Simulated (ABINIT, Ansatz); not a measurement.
## ZnS2 (Pa-3): changed settings of a GW run in ABINIT

What do changed inputs do to GW on ZnS2 (Pa-3)?

Method: LDA and many-body steps on it, plane waves, in ABINIT 10.8.3.

### 1. The starting structure

It takes space group Pa-3 (No. 205, cubic). Conventional cell: a = 5.945 Å, b = 5.945 Å, c = 5.945 Å, α = 90.00°, β = 90.00°, γ = 90.00°. Nearest to Zn lie 6 S at 2.52 Å. S has 1 S at 2.06 Å and 3 Zn at 2.52 Å nearest. Farther neighbours and most contacts between anions are not listed.

The cell and positions are those that the Materials Project relaxed with its own functionals (PBE, PBE+U or r2SCAN), kept fixed.

### 2. Screening, 2×2×2 mesh, 323 bands, screening to 176.9 eV

This step: ABINIT 10.8.3; RPA screening on LDA, plane waves, norm-conserving pseudopotentials.

The RPA dielectric matrix is built and inverted for each q.

run.abi

```
acell 3*1.0 Angstrom
rprim 
  5.945430460000 0.000000000000 0.000000000000
  0.000000000000 5.945430460000 0.000000000000
  0.000000000000 0.000000000000 5.945430460000
ntypat 2
znucl 30 16
natom 12
typat 1 1 1 1 2 2 2 2 2 2 2 2
xred 
  0.500000000000 0.500000000000 0.000000000000
  0.500000000000 0.000000000000 0.500000000000
  0.000000000000 0.500000000000 0.500000000000
  0.000000000000 0.000000000000 0.000000000000
  0.100246390000 0.899753610000 0.399753610000
  0.899753610000 0.399753610000 0.100246390000
  0.399753610000 0.100246390000 0.899753610000
  0.600246390000 0.600246390000 0.600246390000
  0.899753610000 0.100246390000 0.600246390000
  0.100246390000 0.600246390000 0.899753610000
  0.600246390000 0.899753610000 0.100246390000
  0.399753610000 0.399753610000 0.399753610000
pp_dirpath "pseudos"
pseudos "Zn.upf, S.upf"
ecut 30
ngkpt 2 2 2
nshiftk 1
shiftk 0 0 0
kptopt 1
chksymbreak 0
istwfk *1
occopt 1
irdwfk 1
optdriver 3
nband 323
ecuteps 6.5
inclvkb 2
awtr 1
symchi 1
indata_prefix "in"
outdata_prefix "out"
tmpdata_prefix "tmp"
```

Command:

```console
$ OMP_NUM_THREADS=1 mpirun -n 16 abinit run.abi > log
```

Output:

```text
.Version 10.8.3 of ABINIT. v10.8.2 released Aug 2026.

 Symmetries : space group Pa -3 (#205); Bravais cP (primitive cubic)
[... echo of the input left out ...]
== DATASET  1 ==================================================================
-   mpi_nproc: 16, omp_nthreads: 1 (-1 if OMP is not activated)

--- !DatasetInfo
iteration_state: {dtset: 1, }
dimensions: {natom: 12, nkpt: 4, mband: 323, nsppol: 1, nspinor: 1, nspden: 1, mpw: 11152, }
cutoff_energies: {ecut:  30.0, pawecutdg:  -1.0, }
electrons: {nelect:   1.28000000E+02, charge:   0.00000000E+00, occopt:   1.00000000E+00, tsmear:   1.00000000E-02, }

 SCREENING: Calculation of the susceptibility and dielectric matrices

 Based on a program developped by R.W. Godby, V. Olevano, G. Onida, and L. Reining.
 Incorporated in ABINIT by V. Olevano, G.-M. Rignanese, and M. Torrent.
.Using double precision arithmetic ; gwpc =  8

[... cell and pseudopotentials left out ...]
--------------------------------------------------------------------------------

 ==== K-mesh for the wavefunctions ====
 Number of points in the irreducible wedge :     4
[... list of points left out ...]
 Together with 24 symmetry operations and time-reversal symmetry
 yields     8 points in the full Brillouin Zone.

 ==== Q-mesh for the screening function ====
 Number of points in the irreducible wedge :     4
[... list of points left out ...]
 Together with 24 symmetry operations and time-reversal symmetry
 yields     8 points in the full Brillouin Zone.

 setmesh: FFT mesh size selected  =    48x   48x   48
          total number of points  =       110592

 vcoul_init : cutoff-mode = AUXILIARY_FUNCTION
 q-points for optical limit:   1
     1)      0.000010    0.000020    0.000030

- screening: taking advantage of time-reversal symmetry
- Maximum band index for partially occupied states nbvw = 64
- Remaining bands to be divided among processors   nbcw = 259
- Number of bands treated by each node ~16

 Number of electrons calculated from density =  128.0000; Expected =  128.0000
 average of density, n =  0.090253
 r_s =    1.3830
 omega_plasma =   28.9793 [eV]

 calculating chi0 at frequencies [eV] :
  1    0.000000E+00    0.000000E+00
  2    0.000000E+00    2.897926E+01

--------------------------------------------------------------------------------
  q-point number  1        q = ( 0.000000, 0.000000, 0.000000) [r.l.u.]
--------------------------------------------------------------------------------
[... chi0 elements left out ...]
 For q-point:  0.000010 0.000020 0.000030
  dielectric constant =   9.5987
  dielectric constant without local fields =  10.6343

  Average fulfillment of the sum rule on Im[epsilon] for q-point    1 :     44.34  [%]
[... wings left out ...]
  q-point number  2        q = ( 0.500000, 0.000000, 0.000000) [r.l.u.]
--------------------------------------------------------------------------------
[... chi0 elements left out ...]
  Average fulfillment of the sum rule on Im[epsilon] for q-point    2 :     46.90  [%]

 [... 2 further q-points ...]
```

The job ended after 3.1 min (16 MPI ranks of Arm Neoverse V2, shared host; peak memory 14 GiB).

Numbers from this step:

```yaml
eps_infinity_with_local_fields_on_this_mesh_along_the_program_s_q_direction: 9.599
the_same_without_local_fields: 10.63
plasma_frequency: 28.98 eV
plane_waves_in_the_screening_matrix: 1141
```

Local fields lower ε∞ by 10 %. On a Γ-centred mesh this coarse the value itself is usually too large, while a short band sum pulls it down.

### 3. Base

The self-energy is evaluated for the states that the input lists, and the levels follow from it, in one-shot runs by the linearised quasiparticle equation.

This step: G0W0 on LDA, plane waves, norm-conserving pseudopotentials.

run.abi: that of step 2 with these lines changed.

```diff
@@ -33,8 +33,15 @@
 irdwfk 1
-optdriver 3
+optdriver 4
 nband 323
+gwcalctyp 0
+ecutsigx 30
+symsigma 1
+nkptgw 1
+kptgw 
+  0.0000000000 0.0000000000 0.0000000000
+bdgw 
+  63 66
 ecuteps 6.5
-inclvkb 2
-awtr 1
-symchi 1
+irdscr 1
+ppmodel 1
 indata_prefix "in"
```

Output:

```text
.Version 10.8.3 of ABINIT. v10.8.2 released Aug 2026.

 Symmetries : space group Pa -3 (#205); Bravais cP (primitive cubic)
[... echo of the input left out ...]
== DATASET  1 ==================================================================
-   mpi_nproc: 16, omp_nthreads: 1 (-1 if OMP is not activated)

--- !DatasetInfo
iteration_state: {dtset: 1, }
dimensions: {natom: 12, nkpt: 4, mband: 323, nsppol: 1, nspinor: 1, nspden: 1, mpw: 11152, }
cutoff_energies: {ecut:  30.0, pawecutdg:  -1.0, }
electrons: {nelect:   1.28000000E+02, charge:   0.00000000E+00, occopt:   1.00000000E+00, tsmear:   1.00000000E-02, }

 SIGMA: Calculation of the GW corrections

 Based on a program developped by R.W. Godby, V. Olevano, G. Onida, and L. Reining.
 Incorporated in ABINIT by V. Olevano, G.-M. Rignanese, and M. Torrent.
.Using double precision arithmetic ; gwpc =  8

[... cell and pseudopotentials left out ...]
--------------------------------------------------------------------------------

 ==== K-mesh for the wavefunctions ====
 Number of points in the irreducible wedge :     4
[... list of points left out ...]
 Together with 24 symmetry operations and time-reversal symmetry
 yields     8 points in the full Brillouin Zone.

 ==== Q-mesh for screening function ====
 Number of points in the irreducible wedge :     4
[... list of points left out ...]
 Together with 24 symmetry operations and time-reversal symmetry
 yields     8 points in the full Brillouin Zone.

 vcoul_init : cutoff-mode = AUXILIARY_FUNCTION
 q-points for optical limit:   1
     1)      0.000010    0.000020    0.000030
 setmesh: FFT mesh size selected  =    60x   60x   60
          total number of points  =       216000

 Number of electrons calculated from density =  128.0000; Expected =  128.0000
 average of density, n =  0.090253
 r_s =    1.3830
 omega_plasma =   28.9793 [eV]

 === KS Band Gaps ===
  >>>> For spin  1
   Minimum direct gap =   1.6397 [eV], located at k-point      :   0.0000  0.0000  0.0000
   Fundamental gap    =   1.6397 [eV], Top of valence bands at :   0.0000  0.0000  0.0000
                                       Bottom of conduction at :   0.0000  0.0000  0.0000
 SIGMA fundamental parameters:
 PLASMON POLE MODEL  1
 number of plane-waves for SigmaX                11067
 number of plane-waves for SigmaC and W           1141
 number of plane-waves for wavefunctions         11067
 number of bands                                   323
 number of independent spin polarizations            1
 number of spinorial components                      1
 number of k-points in IBZ                           4
 number of q-points in IBZ                           4
 number of symmetry operations                      24
 number of k-points in BZ                            8
 number of q-points in BZ                            8
 number of frequencies for dSigma/dE                 9
 frequency step for dSigma/dE [eV]                0.25
 number of omega for Sigma on real axis              0
 max omega for Sigma on real axis  [eV]           0.00
 zcut for avoiding poles [eV]                     0.10

 EPSILON^-1 parameters (SCR file):
 dimension of the eps^-1 matrix on file           1141
 dimension of the eps^-1 matrix used              1141
 number of plane-waves for wavefunctions         11067
 number of bands                                   323
 number of q-points in IBZ                           4
 number of frequencies                               2
 number of real frequencies                          1
 number of imag frequencies                          1

 matrix elements of self-energy operator (all in [eV])

 Perturbative Calculation

--- !SelfEnergy_ee
iteration_state: {dtset: 1, }
kpoint     : [   0.000,    0.000,    0.000, ]
spin       : 1
KS_gap     :    1.640
QP_gap     :    2.677
Delta_QP_KS:    1.037
data: !SigmaeeData |
     Band     E0 <VxcDFT>   SigX SigC(E0)      Z dSigC/dE  Sig(E)    E-E0       E
       63   5.708 -15.516 -18.122   2.085   0.783  -0.278 -15.924  -0.408   5.300
       64   5.708 -15.516 -18.122   2.085   0.783  -0.278 -15.924  -0.408   5.300
       65   7.348 -11.786  -6.981  -4.008   0.790  -0.266 -11.157   0.629   7.977
       66   7.832 -13.778  -8.628  -4.069   0.797  -0.255 -12.916   0.862   8.693

== END DATASET(S) ==============================================================
================================================================================

 -outvars: echo values of variables after computation  --------
           etotal      0.0000000000E+00
            nband         323
             nkpt           4
          spgroup         205
 [... the other variables as echoed above ...]

 Calculation completed.
```

The job ended after 20 s (16 MPI ranks; peak memory 9.9 GiB; 5.3 min of CPU time).

Numbers from this step:

| Quantity | Value |
| --- | --- |
| G0W0 gap on the points computed | 2.677 eV |
| starting gap on the mesh | 1.640 eV |
| k of the valence top | 0, 0, 0 |
| k of the conduction bottom | 0, 0, 0 |
| Z at the valence top | 0.783 |
| Z at the conduction bottom | 0.79 |
| least direct G0W0 gap on the computed points | 2.677 eV |

The gap on the mesh goes from 1.64 eV to 2.68 eV, a correction of +1.04 eV.

### 4. A keyword of another program

run.abi: that of step 3 with these lines changed.

```diff
@@ -46,2 +46,3 @@
 ppmodel 1
+ecut_chi 100
 indata_prefix "in"
```

Output:

```text
.Version 10.8.3 of ABINIT. v10.8.2 released Aug 2026.

 Symmetries : space group Pa -3 (#205); Bravais cP (primitive cubic)
================================================================================
 Values of the parameters that define the memory need of the present run
     intxc =       0    ionmov =       0      iscf =       7    lmnmax =       6
     lnmax =       6     mgfft =      60  mpssoang =       3    mqgrid =    3001
     natom =      12  nloc_mem =       1    nspden =       1   nspinor =       1
    nsppol =       1      nsym =      24    n1xccc =    2501    ntypat =       2
    occopt =       1   xclevel =       1
-    mband =         323        mffmem =           1         mkmem =           1
       mpw =       11152          nfft =      216000          nkpt =           4
================================================================================
  Rough estimation (10% accuracy) of disk space for files :
================================================================================

--------------------------------------------------------------------------------
------------- Echo of variables that govern the present computation ------------
--------------------------------------------------------------------------------
 -outvars: echo values of preprocessed input variables --------
            acell      1.8897261259E+00  1.8897261259E+00  1.8897261259E+00 Bohr

             bdgw          63      66
      chksymbreak           0
             ecut      3.00000000E+01 Hartree
          ecuteps      6.50000000E+00 Hartree
         ecutsigx      3.00000000E+01 Hartree
          ecutwfn      3.00000000E+01 Hartree
-          fftalg         312
           irdscr           1
           irdwfk           1

              ixc       -1012
[...]
npwwfn       11067
             nsym          24
           ntypat           2
              occ      2.000000  2.000000  2.000000  2.000000  2.000000  2.000000
                       2.000000  2.000000  2.000000  2.000000  2.000000  2.000000
                       2.000000  2.000000  2.000000  2.000000  2.000000  2.000000
                       2.000000  2.000000  2.000000  2.000000  2.000000  2.000000
[...]
2.000000  2.000000  2.000000  2.000000  2.000000  2.000000
   [... 43 further rows ...]
                       0.000000  0.000000  0.000000  0.000000  0.000000  0.000000
                       0.000000  0.000000  0.000000  0.000000  0.000000
        optdriver           4
            rprim      5.9454304600E+00  0.0000000000E+00  0.0000000000E+00
[...]
spgroup         205

             xred      5.0000000000E-01  5.0000000000E-01  0.0000000000E+00
[...]
6.0024639000E-01  8.9975361000E-01  1.0024639000E-01
                       3.9975361000E-01  3.9975361000E-01  3.9975361000E-01
            znucl       30.00000   16.00000

================================================================================

 chkinp: Checking input parameters for consistency.

--- !ERROR
message: |
    Found token: `ECUT_CHI` in the input file.
    This name is not one of the registered input variable names (see
    Action: check your input file. Perhaps you mistyped the input variable,
    or specified "img", although this was not permitted for this input variable.

--- !ERROR
message: |
    Found token: `ECUT_CHI` in the input file.
    This name is not one of the registered input variable names (see
    Action: check your input file. Perhaps you mistyped the input variable,
    or specified "img", although this was not permitted for this input variable.

--- from the log ---
Found token: `ECUT_CHI` in the input file.
    This name is not one of the registered input variable names (see
    Action: check your input file. Perhaps you mistyped the input variable,
    or specified "img", although this was not permitted for this input variable.
```

The job ended after 0.71 s (16 MPI ranks; peak memory 0.05 GiB; 9.8 s of CPU time).

The run stopped with an error after 0.71 s.

The program's words: Found token: `ECUT_CHI` in the input file. This name is not one of the registered input variable names (see Action: check your input file. Perhaps you mistyped the input variable, or specified "img", although this was not permitted for this input variable.

The fault put into this input: a keyword of another program.

### 5. The runs together

Times are wall times on 16 MPI ranks of Arm Neoverse V2, shared host, good to a factor of about two. A run's time includes the screening step that it read.

| run | mesh | bands | screening cutoff (eV) | DFT gap (eV) | gap on the mesh (eV) | direct (eV) | ε∞ used | time |
| --- | --- | --- | --- | --- | --- | --- | --- | --- |
| base | 2×2×2 | 323 | 176.9 | 1.640 | 2.677 | 2.677 | 9.60 | 3.5 min |

### 6. Summary of results

| Quantity | Value |
| --- | --- |
| base | 2.677 eV |
| known limits | not at the basis limit; coarse k mesh |

Bands and cutoff are finite, so the gap is not at the basis limit. The miss can reach some tenths of an eV and take either sign; the mesh is an error of its own. In the G0W0 run levels were corrected at 1 k point alone, so a gap called «on the mesh» is the least over those, and an edge elsewhere would be missed. A denser mesh or path gives a starting gap of 1.26 eV: the GW mesh misses a band edge, so its gaps are not the fundamental one. The 2×2×2 mesh is coarse for this cell, which bears on the long-range parts of exchange and screening.

[Paths, hosts, dates, memory and timing lines, banners, echoed tables and standing remarks are left out of the program output.]

[Logs are printed without paths, hosts, clocks, repeated set-up lines and the standing remarks that a program may print on its own settings, such as how far it seeks lower states.]

[Runs of the session that timed out or met a known fault of the program may be left out.]

[No measured gap is set beside runs whose start may be inverted or whose files or cutoffs have a known fault.]

[Hosts, paths, dates, database ids (printed as entryN), source tags and the programs' standing remarks are cut or masked in the printed files.]

[G0W0 gaps are taken among the corrected bands and points alone; a level outside them can change the order at an edge.]

[Where Ansatz stands beside ABINIT at settings called matched, ABINIT's density can come from a denser mesh and the files from another edition; pairs whose starting gaps differed by over 0.03 eV were left out, so agreement reads better than it is.]
